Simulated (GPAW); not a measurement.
**Magnetic state of GdCrN from several starts**

Wanted: the moments of GdCrN and the energy of each order that was tried.

Main program and level: GPAW 26.7.0; PBE with U = 3.5 eV on Cr d and U = 6 eV on Gd f; plane waves with GPAW's PAW setups, scalar-relativistic.

### Step 1. Starting point

Symmetry: P4_2/mmc, No. 131, tetragonal system. The conventional cell has a = 3.702 Å, b = 3.702 Å, c = 7.077 Å, α = 90.00°, β = 90.00°, γ = 90.00°. Nearest to Gd lie 4 N at 2.56 Å. Nearest to Cr lie 2 N at 1.85 Å. N has 2 Cr at 1.85 Å and 4 Gd at 2.56 Å nearest. invented: TbCoC (P4_2/mmc) with N for C, Gd for Tb, Cr for Co. Farther neighbours and most contacts between anions are not listed.

As a file:

```
Gd Cr N
1.0
     3.70154    0.00000    0.00000
     0.00000    3.70154    0.00000
     0.00000    0.00000    7.07726
Gd Cr N
2 2 2
Direct
  0.00000 0.00000 0.75000
  0.00000 0.00000 0.25000
  0.50000 0.50000 0.00000
  0.50000 0.50000 0.50000
  0.50000 0.00000 0.50000
  0.00000 0.50000 0.00000
```

The cell is a made-up one and need not be a known phase.

### Step 2. Order 1, typed as ferro ++++

The parallel start comes first: it fits the smallest cell, keeps the most symmetry and shows whether parallel moments form. A Hubbard U of customary size acts on the open shell; it was not fitted to this crystal.

Input file order1.py:

```python
import json
import numpy as np
from ase import Atoms
from ase.parallel import paropen, parprint
from gpaw import GPAW

atoms = Atoms(['Gd', 'Gd', 'Cr', 'Cr', 'N', 'N'],
    cell=[[3.701545, 0.0, 0.0],
         [0.0, 3.701545, 0.0],
         [0.0, 0.0, 7.077257]],
    scaled_positions=[[0.0, 0.0, 0.75],
         [0.0, 0.0, 0.25],
         [0.5, 0.5, 0.0],
         [0.5, 0.5, 0.5],
         [0.5, 0.0, 0.5],
         [0.0, 0.5, 0.0]],
    pbc=True,
    magmoms=[7.0, 7.0, 3.0, 3.0, 0.0, 0.0])
atoms.calc = GPAW(mode={'name': 'pw', 'ecut': 700},
    xc='PBE',
    kpts={'size': (6, 6, 6), 'gamma': True},
    occupations={'name': 'fermi-dirac', 'width': 0.15},
    convergence={'density': 1e-05, 'energy': 1e-05},
    maxiter=200,
    setups={'Cr': ':d,3.5', 'Gd': ':f,6.0'},
    symmetry={'tolerance': 1e-4},
    txt='order1.txt')
e = atoms.get_potential_energy(force_consistent=True)
res = {'free_energy': e, 'energy_sigma0': atoms.get_potential_energy(), 'fermi_energy': atoms.calc.get_fermi_level()}
res['moments'] = atoms.get_magnetic_moments().tolist()
res['total'] = atoms.get_magnetic_moment()
parprint('site moments (muB):', np.round(res['moments'], 3))
parprint(f"total moment: {res['total']:.3f} muB")
parprint(f'free energy: {e:.6f} eV')
atoms.calc.write('order1.gpw')
with paropen('results.json', 'w') as f:
    json.dump(res, f)
```

The run is started by

```
> OMP_NUM_THREADS=1 mpirun -n 4 gpaw python order1.py > order1.log
```

Numbers of over 12 decimals in the logs are rounded to 6 here.

The log of the run:

```text
site moments (muB): [ 6.93   6.93   3.156  3.156 -0.115 -0.115]
total moment: 20.746 muB
free energy: -62.758456 eV

--- order1.txt ---
Input parameters:
  mode=PW(ecut=700),
  convergence={'density': 1e-05, 'energy': 1e-05},
  kpts=MonkhorstPack(size=(6, 6, 6), gamma=True),
  maxiter=200,
  occupations=Occupations(name='fermi-dirac', width=0.15),
  setups={'Cr': ':d,3.5', 'Gd': ':f,6.0'},
  symmetry=Symmetry(tolerance=0.0001),
  xc=XC(name='PBE')

Diagonalizing LCAO Hamiltonian
Converting LCAO to pw mode
   .--------.
  /|        |
 * |        |
 | |        |
 Gd|        |
 | |   Cr   |
 | |        |
 | | N      |
 | |        |
 Gd.--------.
 |N    Cr  /
 *--------*

Atoms  # Å, Bohr magnetons
|   | symbol |        x |        y |        z |    initial magnetic moments |
|---|--------|----------|----------|----------|-----------------------------|
| 0 |     Gd | 0.000000 | 0.000000 | 5.307943 | ( 0.0000,  0.0000,  7.0000) |
| 1 |     Gd | 0.000000 | 0.000000 | 1.769314 | ( 0.0000,  0.0000,  7.0000) |
| 2 |     Cr | 1.850772 | 1.850772 | 0.000000 | ( 0.0000,  0.0000,  3.0000) |
| 3 |     Cr | 1.850772 | 1.850772 | 3.538629 | ( 0.0000,  0.0000,  3.0000) |
| 4 |      N | 1.850772 | 0.000000 | 3.538629 | ( 0.0000,  0.0000,  0.0000) |
| 5 |      N | 0.000000 | 1.850772 | 0.000000 | ( 0.0000,  0.0000,  0.0000) |

Unit cell  # Å
| periodic |        x |        y |        z |  lengths |    angles |
|----------|----------|----------|----------|----------|-----------|
|      yes | 3.701545 | 0.000000 | 0.000000 | 3.701545 | 90.000000 |
|      yes | 0.000000 | 3.701545 | 0.000000 | 3.701545 | 90.000000 |
|      yes | 0.000000 | 0.000000 | 7.077257 | 7.077257 | 90.000000 |

Number of symmetries: 8

BZ-sampling:
  Number of BZ points: 216
  Number of IBZ points: 64

  Monkhorst-Pack size: [6, 6, 6]
  Monkhorst-Pack shift: [0.083333, 0.083333, 0.083333]

K-points  # in reciprocal-cell coordinates
|     |                                coordinates |     weight |
|-----|--------------------------------------------|------------|
|   0 | (  0.00000000,   0.00000000,   0.00000000) | 0.00462963 |
|   1 | (  0.00000000,   0.00000000,   0.16666667) | 0.00925926 |
|   2 | (  0.00000000,   0.00000000,   0.33333333) | 0.00925926 |
|   3 | (  0.00000000,   0.00000000,   0.50000000) | 0.00462963 |
|   4 | (  0.00000000,   0.16666667,   0.00000000) | 0.00925926 |
|   5 | (  0.00000000,   0.16666667,   0.16666667) | 0.01851852 |
|   6 | (  0.00000000,   0.16666667,   0.33333333) | 0.01851852 |
|   7 | (  0.00000000,   0.16666667,   0.50000000) | 0.00925926 |
|   8 | (  0.00000000,   0.33333333,   0.00000000) | 0.00925926 |
|   9 | (  0.00000000,   0.33333333,   0.16666667) | 0.01851852 |
| ... |                                            |            |
|  63 | (  0.50000000,   0.50000000,   0.50000000) | 0.00462963 |

Plane wave coefficients: 4132
Cutoff: 700.0 eV

Spin-components: 2 (collinear spins)
Bands:           51
Projectors:      38
Spin-degeneracy: 1
Datatype:        complex128

Parallelization:
  kpt:    4
  domain: 1
  band:   1

Density:
  Valence electrons: 58.0
  Components: 2
  Grid points: [24 24 45]
  Charge: 0.0  # |e|

Potential:
  Grid points: [24 24 45]

species:
  Gd:
    name:    Gadolinium
    Z:       64.0
    valence: 18
    core:    46
    charge:  0.0  # [|e|]
    Hubbard: {U: 6.0,  # eV
              l: 3,
              scale: True}
    compensation charges:
      type: gauss
      rc: 0.35  # [Å]
      lmax: 2
    cutoffs:
      filter: 1.17  # [Å]
      core: 1.83  # [Å]
    projectors
    | kind |    occ | energy [eV] | rcut [Å] |
    |------|--------|-------------|----------|
    |   5s |  2.000 |     -49.740 |    1.164 |
    |   6s |  2.000 |      -4.126 |    1.164 |
    |   5p |  6.000 |     -27.264 |    1.164 |
    |   6p |  0.000 |      -1.333 |    1.164 |
    |   5d |  1.000 |      -2.532 |    1.164 |
    |   4f |  7.000 |      -8.689 |    1.164 |
    |    d |        |      24.679 |    1.164 |
    |    f |        |      18.522 |    1.164 |

    Using partial waves for Gd as LCAO basis

  Cr:
    name:    Chromium
    Z:       24.0
    valence: 6
    core:    18
    charge:  0.0  # [|e|]
    Hubbard: {U: 3.5,  # eV
              l: 2,
              scale: True}
    compensation charges:
      type: gauss
      rc: 0.35  # [Å]
      lmax: 2
    cutoffs:
      filter: 2.14  # [Å]
      core: 3.04  # [Å]
    projectors
    | kind |    occ | energy [eV] | rcut [Å] |
    |------|--------|-------------|----------|
    |   4s |  1.000 |      -4.007 |    1.164 |
    |   4p |  0.000 |      -0.989 |    1.217 |
    |   3d |  5.000 |      -2.913 |    1.111 |
    |    s |        |      23.205 |    1.164 |
    |    p |        |      26.223 |    1.217 |
    |    d |        |      24.299 |    1.111 |

    Using partial waves for Cr as LCAO basis

  N:
    name:    Nitrogen
    Z:       7.0
    valence: 5
    core:    2
    charge:  0.0  # [|e|]
    compensation charges:
      type: gauss
      rc: 0.18  # [Å]
      lmax: 2
    cutoffs:
      filter: 1.11  # [Å]
      core: 0.96  # [Å]
    projectors
    | kind |    occ | energy [eV] | rcut [Å] |
    |------|--------|-------------|----------|
    |   2s |  2.000 |     -18.583 |    0.603 |
    |   2p |  3.000 |      -7.089 |    0.529 |
    |    s |        |       8.629 |    0.603 |
    |    p |        |      20.123 |    0.529 |
    |    d |        |       0.000 |    0.577 |

    Using partial waves for N as LCAO basis

Reference energy: -673531.345758  # eV

eigensolver:
  PPCG
  Converge bands: occupied
  niter=2

density mixing:
  MSR1-Mixer
  Pratt-step length: 0.05
  Maximum mixing coefficient: 0.75
  Old densities: 10
  SVD Regularization: 0.005
  Good broyden scale: 1.0
  Trust region scale: 1.0
  Backstep threshold: 4.0
  History deletion threshold: 6.0
  Fourier metric: weight=20.0, sigma=0.015

occupation numbers:
  Fermi-Dirac:
    width: 0.1500  # eV

poisson solver:
  ecut: 5600.0  # eV

xc functional:
  name: PBE with 2 nearest neighbor stencil

convergence criteria:
- Maximum integral of absolute [dens]ity change: 1e-05 electrons / valence electron
- Maximum [total energy] change in last 3 cyles: 1e-05 eV / valence electron
- Maximum integral of absolute [eigenst]ate change: 4e-08 eV^2 / valence electron
maximum number of iterations: 200

SCF iterations
|iter     |      energy | eigst |  dens |  magmom |
|---------|-------------|-------|-------|---------|
|iter:   1|       0s |  -95.280356 | +1.01 |       | +19.9844|
|iter:   2|       6s |  -64.259199 | +0.32 | -0.20 | +19.3200|
|iter:   3|      13s |  -63.060693 | -0.91 | -0.83 | +19.3844|
|iter:   4|      20s |  -61.166864 | -0.40 | -0.86 | +19.6641|
|iter:   5|      26s |  -61.447517 | -1.24 | -1.02 | +19.8601|
|iter:   6|      33s |  -62.122552 | -1.52 | -1.08 | +20.2568|
|iter:   7|      39s |  -62.591697 | -1.52 | -1.29 | +20.5586|
|iter:   8|      46s |  -62.631822 | -2.72 | -1.65 | +20.5690|
|iter:   9|      53s |  -62.630358 | -2.42 | -1.82 | +20.4907|
|iter:  10|      60s |  -62.633351 | -2.91 | -2.17 | +20.4993|
|iter:  11|      67s |  -62.628817 | -3.34 | -2.14 | +20.5160|
|iter:  12|      73s |  -62.628548 | -3.16 | -2.39 | +20.5434|
|iter:  13|      80s |  -62.630871 | -3.85 | -2.45 | +20.6582|
|iter:  14|      86s |  -62.631182 | -4.35 | -2.86 | +20.6968|
|iter:  15|      93s |  -62.631251c| -4.99 | -3.21 | +20.7065|
|iter:  16|     100s |  -62.631347c| -5.12 | -3.34 | +20.7256|
|iter:  17|     107s |  -62.631360c| -5.28 | -3.70 | +20.7384|
|iter:  18|     114s |  -62.631354c| -6.15 | -4.14 | +20.7399|
|iter:  19|     120s |  -62.631338c| -6.15 | -4.23 | +20.7422|
|iter:  20|     127s |  -62.631315c| -6.16 | -4.36 | +20.7464|
|iter:  21|     134s |  -62.631301c| -6.54 | -4.49 | +20.7477|
|iter:  22|     140s |  -62.631299c| -7.26 | -4.60 | +20.7467|
|iter:  23|     145s |  -62.631296c| -7.57c| -4.66 | +20.7466|
|iter:  24|     150s |  -62.631293c| -7.50c| -4.93 | +20.7467|
|iter:  25|     155s |  -62.631292c| -7.57c| -5.07c| +20.7461|

Converged in 25 steps
Energy contributions relative to reference atoms: (reference = -673531.345758)

Energy contributions:
  Kinetic:         124.563474
  Coulomb:        -117.528835
  Zero:             -0.795929
  External:          0.000000
  Xc:              -68.742839
  Entropy:          -0.254327
  Spinorbit:         0.000000
  ----------------------------
  Free energy:     -62.758456
  Extrapolated:    -62.631292

dipole moment: (-50.552460, -50.552469, -34.651983)  # |e|*Ang

Total magnetic moment: (0.000000, 0.000000, 20.746119)

Local magnetic moments
|        x |        y |         z |
|----------|----------|-----------|
| 0.000000 | 0.000000 |  6.929860 |  # Gd   0
| 0.000000 | 0.000000 |  6.929860 |  # Gd   1
| 0.000000 | 0.000000 |  3.155947 |  # Cr   2
| 0.000000 | 0.000000 |  3.155944 |  # Cr   3
| 0.000000 | 0.000000 | -0.115432 |  # N    4
| 0.000000 | 0.000000 | -0.115434 |  # N    5

Fermi level: 10.093
Eigenvalues  # (at kpt = [0.000, 0.000, 0.000])
| band index |      eig [eV] | occ [0-1] |      eig [eV] | occ [0-1] |
|------------|---------------|-----------|---------------|-----------|
|          0 |       -35.151 |     1.000 |       -32.037 |     1.000 |
|        ... |               |           |               |           |
|         22 |         2.527 |     1.000 |        12.693 |     0.000 |
|         23 |         2.527 |     1.000 |        12.693 |     0.000 |
|         24 |         4.909 |     1.000 |        13.020 |     0.000 |
|         25 |         5.772 |     1.000 |        13.110 |     0.000 |
|         26 |         6.385 |     1.000 |        13.218 |     0.000 |
|         27 |         6.385 |     1.000 |        13.218 |     0.000 |
|         28 |         6.389 |     1.000 |        13.505 |     0.000 |
|         29 |         6.497 |     1.000 |        13.531 |     0.000 |
|         30 |         6.584 |     1.000 |        13.531 |     0.000 |
|         31 |         7.359 |     1.000 |        13.664 |     0.000 |
|         32 |         7.359 |     1.000 |        13.792 |     0.000 |
|         33 |         7.558 |     1.000 |        13.804 |     0.000 |
|         34 |         7.558 |     1.000 |        13.804 |     0.000 |
|         35 |         7.605 |     1.000 |        13.834 |     0.000 |
|         36 |         7.605 |     1.000 |        13.834 |     0.000 |
|        ... |               |           |               |           |
|         50 |        15.090 |     0.000 |        16.654 |     0.000 |

No gap
No difference between direct/indirect transitions
```

Wall time 2.8 min (4 MPI ranks of Intel Xeon 6975P-C (Granite Rapids), shared host); peak memory 1.5 GiB.

Spin moment in the augmentation sphere by atom:

```tsv
atom	spin moment in the augmentation sphere (μB)
Gd1	6.93
Gd2	6.93
Cr3	3.16
Cr4	3.16
N5	-0.12
N6	-0.12
```

This step gave:

* magnetization: 20.75 μB
* final state: ferromagnetic

After 25 cycles the largest moment stands at 6.93 μB.

### Step 3. Start 2: antiferro +-+-

An opposed order shows whether the pairs that it reverses prefer unlike signs.

order2.py is the script of step 2 with these lines changed:

```diff
@@ -17,3 +17,3 @@
     pbc=True,
-    magmoms=[7.0, 7.0, 3.0, 3.0, 0.0, 0.0])
+    magmoms=[7.0, -7.0, 3.0, -3.0, 0.0, 0.0])
 atoms.calc = GPAW(mode={'name': 'pw', 'ecut': 700},
@@ -26,3 +26,3 @@
     symmetry={'tolerance': 1e-4},
-    txt='order1.txt')
+    txt='order2.txt')
 e = atoms.get_potential_energy(force_consistent=True)
@@ -34,3 +34,3 @@
 parprint(f'free energy: {e:.6f} eV')
-atoms.calc.write('order1.gpw')
+atoms.calc.write('order2.gpw')
 with paropen('results.json', 'w') as f:
```

The run is started by

```
> OMP_NUM_THREADS=1 mpirun -n 4 gpaw python order2.py > order2.log
```

The log of the run:

```text
site moments (muB): [ 6.982 -6.982  3.184 -3.184  0.112 -0.112]
total moment: 0.000 muB
free energy: -63.118746 eV

--- order2.txt ---
Input parameters:
  mode=PW(ecut=700),
  convergence={'density': 1e-05, 'energy': 1e-05},
  kpts=MonkhorstPack(size=(6, 6, 6), gamma=True),
  maxiter=200,
  occupations=Occupations(name='fermi-dirac', width=0.15),
  setups={'Cr': ':d,3.5', 'Gd': ':f,6.0'},
  symmetry=Symmetry(tolerance=0.0001),
  xc=XC(name='PBE')

Diagonalizing LCAO Hamiltonian
Converting LCAO to pw mode
   .--------.
  /|        |
 * |        |
 | |        |
 Gd|        |
 | |   Cr   |
 | |        |
 | | N      |
 | |        |
 Gd.--------.
 |N    Cr  /
 *--------*

Atoms  # Å, Bohr magnetons
|   | symbol |        x |        y |        z |    initial magnetic moments |
|---|--------|----------|----------|----------|-----------------------------|
| 0 |     Gd | 0.000000 | 0.000000 | 5.307943 | ( 0.0000,  0.0000,  7.0000) |
| 1 |     Gd | 0.000000 | 0.000000 | 1.769314 | ( 0.0000,  0.0000, -7.0000) |
| 2 |     Cr | 1.850772 | 1.850772 | 0.000000 | ( 0.0000,  0.0000,  3.0000) |
| 3 |     Cr | 1.850772 | 1.850772 | 3.538629 | ( 0.0000,  0.0000, -3.0000) |
| 4 |      N | 1.850772 | 0.000000 | 3.538629 | ( 0.0000,  0.0000,  0.0000) |
| 5 |      N | 0.000000 | 1.850772 | 0.000000 | ( 0.0000,  0.0000,  0.0000) |

Unit cell  # Å
| periodic |        x |        y |        z |  lengths |    angles |
|----------|----------|----------|----------|----------|-----------|
|      yes | 3.701545 | 0.000000 | 0.000000 | 3.701545 | 90.000000 |
|      yes | 0.000000 | 3.701545 | 0.000000 | 3.701545 | 90.000000 |
|      yes | 0.000000 | 0.000000 | 7.077257 | 7.077257 | 90.000000 |

Number of symmetries: 4

BZ-sampling:
  Number of BZ points: 216
  Number of IBZ points: 64

  Monkhorst-Pack size: [6, 6, 6]
  Monkhorst-Pack shift: [0.083333, 0.083333, 0.083333]

Plane wave coefficients: 4132
Cutoff: 700.0 eV

Spin-components: 2 (collinear spins)
Bands:           39
Projectors:      38
Spin-degeneracy: 1
Datatype:        complex128

Parallelization:
  kpt:    4
  domain: 1
  band:   1

Density:
  Valence electrons: 58.0
  Components: 2
  Grid points: [24 24 45]
  Charge: 0.0  # |e|

Potential:
  Grid points: [24 24 45]

[... setups left out ...]
Reference energy: -673531.345758  # eV

eigensolver:
  PPCG
  Converge bands: occupied
  niter=2

density mixing:
  MSR1-Mixer
  Pratt-step length: 0.05
  Maximum mixing coefficient: 0.75
  Old densities: 10
  SVD Regularization: 0.005
  Good broyden scale: 1.0
  Trust region scale: 1.0
  Backstep threshold: 4.0
  History deletion threshold: 6.0
  Fourier metric: weight=20.0, sigma=0.015

occupation numbers:
  Fermi-Dirac:
    width: 0.1500  # eV

poisson solver:
  ecut: 5600.0  # eV

xc functional:
  name: PBE with 2 nearest neighbor stencil

convergence criteria:
- Maximum integral of absolute [dens]ity change: 1e-05 electrons / valence electron
- Maximum [total energy] change in last 3 cyles: 1e-05 eV / valence electron
- Maximum integral of absolute [eigenst]ate change: 4e-08 eV^2 / valence electron
maximum number of iterations: 200

SCF iterations
|iter     |      energy | eigst |  dens |  magmom |
|---------|-------------|-------|-------|---------|
|iter:   1|       0s |  -95.551556 | +1.38 |       |  +0.0000|
|iter:   2|       5s |  -64.755279 | +0.53 | -0.21 |  -0.0000|
|iter:   3|      10s |  -63.541582 | -0.21 | -0.84 |  -0.0000|
|iter:   4|      16s |  -61.595439 | +0.25 | -0.88 |  -0.0000|
|iter:   5|      21s |  -61.877205 | -0.69 | -1.04 |  -0.0000|
|iter:   6|      27s |  -62.543255 | -1.06 | -1.11 |  -0.0000|
|iter:   7|      32s |  -62.998396 | -1.16 | -1.32 |  -0.0000|
|iter:   8|      37s |  -63.031578 | -2.05 | -1.69 |  +0.0000|
|iter:   9|      42s |  -63.022022 | -1.98 | -1.84 |  -0.0001|
|iter:  10|      48s |  -63.024937 | -2.68 | -2.29 |  +0.0004|
|iter:  11|      54s |  -63.029999 | -2.77 | -2.42 |  -0.0039|
|iter:  12|      60s |  -63.026753 | -3.00 | -2.37 |  +0.0006|
|iter:  13|      65s |  -63.027003 | -3.72 | -2.88 |  -0.0002|
|iter:  14|      70s |  -63.027044c| -4.42 | -3.33 |  -0.0002|
|iter:  15|      75s |  -63.027015c| -4.89 | -3.50 |  -0.0002|
|iter:  16|      80s |  -63.027012c| -5.36 | -3.78 |  -0.0001|
|iter:  17|      86s |  -63.027001c| -5.85 | -3.95 |  -0.0001|
|iter:  18|      91s |  -63.026991c| -6.18 | -4.33 |  +0.0000|
|iter:  19|      96s |  -63.026988c| -6.32 | -4.52 |  +0.0000|
|iter:  20|     101s |  -63.026989c| -6.95 | -4.79 |  +0.0000|
|iter:  21|     106s |  -63.026992c| -7.46c| -5.08c|  +0.0000|

Converged in 21 steps
Energy contributions relative to reference atoms: (reference = -673531.345758)

Energy contributions:
  Kinetic:         121.787934
  Coulomb:        -115.230331
  Zero:             -0.772783
  External:          0.000000
  Xc:              -68.720058
  Entropy:          -0.183509
  Spinorbit:         0.000000
  ----------------------------
  Free energy:     -63.118746
  Extrapolated:    -63.026992

dipole moment: (-50.558625, -50.558636, -34.609721)  # |e|*Ang

Total magnetic moment: (0.000000, 0.000000, 0.000025)

Local magnetic moments
|        x |        y |         z |
|----------|----------|-----------|
| 0.000000 | 0.000000 |  6.981683 |  # Gd   0
| 0.000000 | 0.000000 | -6.981676 |  # Gd   1
| 0.000000 | 0.000000 |  3.184394 |  # Cr   2
| 0.000000 | 0.000000 | -3.184393 |  # Cr   3
| 0.000000 | 0.000000 |  0.112053 |  # N    4
| 0.000000 | 0.000000 | -0.112060 |  # N    5

Fermi level: 10.100
Eigenvalues  # (at kpt = [0.000, 0.000, 0.000])
| band index |      eig [eV] | occ [0-1] |      eig [eV] | occ [0-1] |
|------------|---------------|-----------|---------------|-----------|
|          0 |       -35.141 |     1.000 |       -35.141 |     1.000 |
|        ... |               |           |               |           |
|         21 |         6.420 |     1.000 |         6.420 |     1.000 |
|         22 |         6.628 |     1.000 |         6.628 |     1.000 |
|         23 |         7.269 |     1.000 |         7.269 |     1.000 |
|         24 |         7.414 |     1.000 |         7.414 |     1.000 |
|         25 |         7.524 |     1.000 |         7.524 |     1.000 |
|         26 |         7.534 |     1.000 |         7.534 |     1.000 |
|         27 |         7.580 |     1.000 |         7.580 |     1.000 |
|         28 |         8.700 |     1.000 |         8.700 |     1.000 |
|         29 |        10.324 |     0.183 |        10.324 |     0.183 |
|         30 |        11.288 |     0.000 |        11.288 |     0.000 |
|         31 |        11.690 |     0.000 |        11.690 |     0.000 |
|         32 |        12.535 |     0.000 |        12.535 |     0.000 |
|         33 |        12.628 |     0.000 |        12.628 |     0.000 |
|         34 |        12.778 |     0.000 |        12.778 |     0.000 |
|         35 |        13.161 |     0.000 |        13.161 |     0.000 |
|         36 |        13.636 |     0.000 |        13.639 |     0.000 |
|        ... |               |           |               |           |
|         38 |        13.914 |     0.000 |        13.914 |     0.000 |

No gap
No difference between direct/indirect transitions
```

It took 2 min on 4 MPI ranks; peak memory 1.4 GiB.

Spin moment in the augmentation sphere by atom:

```tsv
atom	spin moment in the augmentation sphere (μB)
Gd1	6.98
Gd2	-6.98
Cr3	3.18
Cr4	-3.18
N5	0.11
N6	-0.11
```

Numbers from this step:

| Property | Result |
| --- | --- |
| magnetization | 0 μB |
| final state | antiferromagnetic |

It lies 90.1 meV a seeded atom under the first start, and its largest moment is 6.98 μB against 6.93 μB.

(Continued in part 2 of 2.)

[Logs and program files are shortened in this print: banners, set-up blocks, solver, clock and traceback lines can be left out without a mark of their own.]

[Logs are printed without paths, hosts, clocks, repeated set-up lines and the standing remarks that a program may print on its own settings, such as how far it seeks lower states.]

[Hosts, paths, dates, database ids (printed as entryN), source tags and the programs' standing remarks are cut or masked in the printed files.]

[Where a cell is said to come from a database of computed structures, the database is the Materials Project.]
